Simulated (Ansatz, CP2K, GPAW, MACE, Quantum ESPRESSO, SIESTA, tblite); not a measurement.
# CP2K on generalised stacking fault on (110) of a LiCl-LiBr solid solution (56 atoms): settings against a plane-wave reference, part 4 of 4

Wanted: CP2K inputs and outputs for generalised stacking fault on (110) of a LiCl-LiBr solid solution (56 atoms), checked against a plane-wave reference.

Program: CP2K 2026.2; the method stands at each step. Banners, paths, timers and routine set-up lines are dropped from the logs unmarked, and long logs keep their key lines alone; longer cuts are marked.

So far. Step 10 (RPBE, PBE potentials, DZVP-MOLOPT-SR, 800/50 Ry …): Against the first run (15 %), the force difference from the reference is 18 %, at 1.0 times the CPU time; the model has changed, so this is no error of the program alone. Step 11 (PBE, DZVP-MOLOPT-SR, 560/50 Ry, diagonalisation): Against the first run (15 %), the force difference from the reference is 15 %, at 1.2 times the CPU time: the change moves forces by 0.26 meV/Å r.m.s., so most of the difference comes from elsewhere.

## (12) A run with a doubtful setting

Level of this step: Kohn-Sham DFT, b3-lyp, GTH-PBE pseudopotentials, Gaussian and plane waves, DZVP-MOLOPT-SR-GTH, diagonalisation (CP2K).

Contents of input.inp:

```
&GLOBAL
  PROJECT cell
  RUN_TYPE ENERGY_FORCE
  PRINT_LEVEL LOW
&END GLOBAL
&FORCE_EVAL
  METHOD QS
  STRESS_TENSOR ANALYTICAL
  &DFT
    BASIS_SET_FILE_NAME BASIS_MOLOPT
    POTENTIAL_FILE_NAME GTH_POTENTIALS
    &MGRID
      CUTOFF 800
      REL_CUTOFF 50
      NGRIDS 5
    &END MGRID
    &QS
      EPS_DEFAULT 1.0E-12
    &END QS
    &SCF
      SCF_GUESS ATOMIC
      EPS_SCF 1.0E-06
      MAX_SCF 60
      ADDED_MOS 28
      &DIAGONALIZATION
        ALGORITHM STANDARD
      &END DIAGONALIZATION
      &SMEAR ON
        METHOD FERMI_DIRAC
        ELECTRONIC_TEMPERATURE [K] 580
      &END SMEAR
      &MIXING
        METHOD BROYDEN_MIXING
        ALPHA 0.15
        NBROYDEN 8
      &END MIXING
      &PRINT
        &RESTART OFF
        &END RESTART
      &END PRINT
    &END SCF
    &XC
      &XC_FUNCTIONAL B3-LYP
      &END XC_FUNCTIONAL
    &END XC
    &PRINT
      &MULLIKEN ON
      &END MULLIKEN
      &HIRSHFELD ON
        SHAPE_FUNCTION DENSITY
      &END HIRSHFELD
      &MO ON
        EIGENVALUES T
        OCCUPATION_NUMBERS T
        MO_INDEX_RANGE 129 152
        &EACH
          QS_SCF 0
        &END EACH
        ADD_LAST NUMERIC
      &END MO
    &END PRINT
  &END DFT
  &SUBSYS
    &CELL
      A 7.44767 0.00000 0.00000
      B 0.00000 5.26630 0.00000
      C 3.41349 0.00000 26.26686
    &END CELL
    &COORD
      SCALED
[... 56 atom lines left out: the same atoms as in the first run ...]
    &END COORD
    &KIND Li
      BASIS_SET DZVP-MOLOPT-SR-GTH-q3
      POTENTIAL GTH-PBE-q3
    &END KIND
    &KIND Br
      BASIS_SET DZVP-MOLOPT-SR-GTH-q7
      POTENTIAL GTH-PBE-q7
    &END KIND
    &KIND Cl
      BASIS_SET DZVP-MOLOPT-SR-GTH-q7
      POTENTIAL GTH-PBE-q7
    &END KIND
  &END SUBSYS
  &PRINT
    &FORCES ON
    &END FORCES
    &STRESS_TENSOR ON
    &END STRESS_TENSOR
  &END PRINT
&END FORCE_EVAL
```

The run is started by

```bash
$ OMP_NUM_THREADS=2 cp2k.psmp -i input.inp > output.txt
```

Numbers of over 12 decimals in the logs are rounded to 6 here.

The program printed:

```text
*   ___                                                                       *
 *  /   \                                                                      *
 * [ABORT]                                                                     *
 *  \___/                  invalid value for enumeration:B3-LYP                *
 *    |                                                                        *
 *  O/|                                                                        *
 * /| |                                                                        *
```

Run time: 0.66 s. Hardware: 2 threads of Arm Neoverse V1, shared host; peak memory 0.14 GiB; 0.66 s of CPU time.

The program stopped at the start. The fault in the input: an unknown functional (functional b3-lyp).

## (13) Side by side

Differences are against the plane-wave reference, forces as r.m.s. over components; share is that over the reference's r.m.s. force, slope the least-squares factor from reference forces to these. Total energies of different programs have different zeros and aren't compared.

```tsv
run	Δ force, r.m.s. (meV/Å)	share (%)	slope	Δ pressure (GPa)	Δ gap (eV)	cores	CPU time	memory (GiB)
reference	-	-	-	-	-	8	28 s	0.99
CP2K PBE, DZVP-MOLOPT-SR, 800/50 Ry, diagonalisation	16.7	15.2	1.134	0.151	-0.0242	2	8.2 min	3.8
CP2K GFN1-xTB, diagonalisation	49.8	45.4	0.928	-2.86	-	1	13 s	0.24
CP2K PBE, TZV2P-UZH, 800/50 Ry, diagonalisation	3.80	3.46	1.026	-0.095	-0.0521	4	12 min	5.3
CP2K PBE, TZV2P-MOLOPT (SR for Li), 800/50 Ry, diagonalisation	6.39	5.82	1.048	0.135	-0.0835	4	11 min	5.2
CP2K PBE, SZV-MOLOPT-SR, 800/50 Ry, diagonalisation (coarse)	44.8	40.8	1.323	3.16	-0.521	1	4.6 min	3.8
CP2K PBE, DZVP-MOLOPT-SR, 1120/50 Ry, diagonalisation	16.7	15.2	1.134	0.151	-0.0242	2	9.6 min	5.9
CP2K PBE+D3, DZVP-MOLOPT-SR, 800/50 Ry, diagonalisation	15.6	14.3	1.126	-0.987	-0.0242	2	8.2 min	3.8
CP2K PBE, DZVP-MOLOPT-SR, 800/20 Ry, diagonalisation (coarse)	78.8	71.8	1.123	0.772	-0.0211	2	6 min	3.8
CP2K RPBE, PBE potentials, DZVP-MOLOPT-SR, 800/50 Ry, diagonalisation	19.7	18.0	1.161	1.88	0.208	2	8.3 min	3.9
CP2K PBE, DZVP-MOLOPT-SR, 560/50 Ry, diagonalisation (coarse)	16.7	15.2	1.134	0.151	-0.0242	2	9.6 min	2.2
```

Rows marked coarse were listed beforehand as settings not expected to be converged; some can still land near the reference.

CPU time is summed over cores on a shared host, where runs went side by side, so it is rough. Symmetry, cutoffs, thresholds, outputs and thread counts weren't matched or tuned between programs; memory under MPI is the largest rank's times the ranks.

Mean charges by element (e), by run and scheme:

```tsv
run	scheme	Li	Br	Cl
reference	Löwdin	+0.69	-0.57	-0.65
CP2K PBE, DZVP-MOLOPT-SR, 800/50 Ry, diagonalisation	Mulliken	+0.45	-0.45	-0.45
CP2K PBE, DZVP-MOLOPT-SR, 800/50 Ry, diagonalisation	Hirshfeld	+0.12	-0.08	-0.14
CP2K GFN1-xTB, diagonalisation	Mulliken	+0.43	-0.28	-0.51
CP2K PBE, TZV2P-UZH, 800/50 Ry, diagonalisation	Mulliken	+0.37	-0.23	-0.45
CP2K PBE, TZV2P-UZH, 800/50 Ry, diagonalisation	Hirshfeld	+0.12	-0.08	-0.14
CP2K PBE, TZV2P-MOLOPT (SR for Li), 800/50 Ry, diagonalisation	Mulliken	+0.55	-0.43	-0.62
CP2K PBE, TZV2P-MOLOPT (SR for Li), 800/50 Ry, diagonalisation	Hirshfeld	+0.12	-0.08	-0.14
CP2K PBE, DZVP-MOLOPT-SR, 1120/50 Ry, diagonalisation	Mulliken	+0.45	-0.45	-0.45
CP2K PBE, DZVP-MOLOPT-SR, 1120/50 Ry, diagonalisation	Hirshfeld	+0.12	-0.08	-0.14
CP2K PBE+D3, DZVP-MOLOPT-SR, 800/50 Ry, diagonalisation	Mulliken	+0.45	-0.45	-0.45
CP2K PBE+D3, DZVP-MOLOPT-SR, 800/50 Ry, diagonalisation	Hirshfeld	+0.12	-0.08	-0.14
CP2K RPBE, PBE potentials, DZVP-MOLOPT-SR, 800/50 Ry, diagonalisation	Mulliken	+0.48	-0.48	-0.48
CP2K RPBE, PBE potentials, DZVP-MOLOPT-SR, 800/50 Ry, diagonalisation	Hirshfeld	+0.13	-0.09	-0.15
CP2K PBE, DZVP-MOLOPT-SR, 560/50 Ry, diagonalisation	Mulliken	+0.45	-0.45	-0.45
CP2K PBE, DZVP-MOLOPT-SR, 560/50 Ry, diagonalisation	Hirshfeld	+0.12	-0.08	-0.14
```

The reference's Löwdin charges lack the electrons that the projection spills, 0.033 e an atom on average.

Within one program, basis, potentials and functional, energies share a zero. Each run against its twin at the usual cutoff or grid and solver:

```tsv
run	twin	Δ energy (meV/atom)	Δ force, r.m.s. (meV/Å)	CPU time over the twin's
CP2K PBE, DZVP-MOLOPT-SR, 1120/50 Ry, diagonalisation	DZVP-MOLOPT-SR, 800/50 Ry, diagonalisation	-1.0e-4	0.088	1.2
CP2K PBE, DZVP-MOLOPT-SR, 800/20 Ry, diagonalisation	DZVP-MOLOPT-SR, 800/50 Ry, diagonalisation	-15.6	77.0	0.73
CP2K PBE, DZVP-MOLOPT-SR, 560/50 Ry, diagonalisation	DZVP-MOLOPT-SR, 800/50 Ry, diagonalisation	-5.0e-4	0.257	1.2
```

## (14) Summary of results

| Property | Result |
| --- | --- |
| nearest in forces | CP2K PBE, TZV2P-UZH, 800/50 Ry, diagonalisation, 3.5 % |
| its CPU time | 12 min |

**Reading.** The PBE runs in local orbitals, coarse settings apart, differ by 3.5 % (CP2K PBE, TZV2P-UZH, 800/50 Ry, diagonalisation) to 15 % (CP2K PBE, DZVP-MOLOPT-SR, 1120/50 Ry, diagonalisation); basis, grid and potentials can all enter. Tight binding differs by 45 % (CP2K GFN1-xTB, diagonalisation); it is another model, with fitted parameters of its own, and the xTB methods hold dispersion. Rows with another functional or a dispersion term differ by 14 % (CP2K PBE+D3, DZVP-MOLOPT-SR, 800/50 Ry, diagonalisation) to 18 % (CP2K RPBE, PBE potentials, DZVP-MOLOPT-SR, 800/50 Ry, diagonalisation), which mixes the change of model with differences of basis and potentials, some of them made for another functional. CP2K GFN1-xTB, diagonalisation needed 166 SCF steps, so its time overstates the method's usual cost. Runs with settings chosen to be coarse differ by 15 % (CP2K PBE, DZVP-MOLOPT-SR, 560/50 Ry, diagonalisation) to 72 % (CP2K PBE, DZVP-MOLOPT-SR, 800/20 Ry, diagonalisation), their programs' other errors included. One electronic-structure run takes under half the reference's CPU time: CP2K GFN1-xTB, diagonalisation, at 45 % in 13 s against 28 s; its pressure misses by -2.9 GPa. CP2K PBE, SZV-MOLOPT-SR, 800/50 Ry, diagonalisation stiffens the forces by a factor of 1.32 while following their directions (correlation 0.983). At the same functional, gaps differ from the reference's 5.46 eV by between -0.52 and -0.02 eV. These are spacings on the run's k-points, which needn't hold the band edges. In pressure, CP2K PBE, SZV-MOLOPT-SR, 800/50 Ry, diagonalisation misses by +3.2 GPa, at the same functional. Charges hang on model, scheme and program or settings: among these rows the mean for Li runs from +0.12 to +0.69 e. Periodic xTB results under one method name differ between programs and library versions. The cell is under 6 Å thick along one periodic direction, so every atom has periodic images of itself close by, which move with it and show among its neighbours and in g(r). The reference's stress is far from hydrostatic: its diagonal is 3.0, -3.0, -0.8 GPa, compression counted positive. The host structure and its lattice constant were typed by rule, without a check against the phase diagram. The electronic-structure runs sample only Γ, in a cell whose shortest periodic width is 5 Å.

[Also dropped from logs without a mark: logging warnings of Python, and SIESTA's first energy breakdown and zero terms.]

[Logs are printed without paths, hosts, clocks, repeated set-up lines and the standing remarks that a program may print on its own settings, such as how far it seeks lower states.]

[Hosts, paths, dates, database ids (printed as entryN), source tags and the programs' standing remarks are cut or masked in the printed files.]
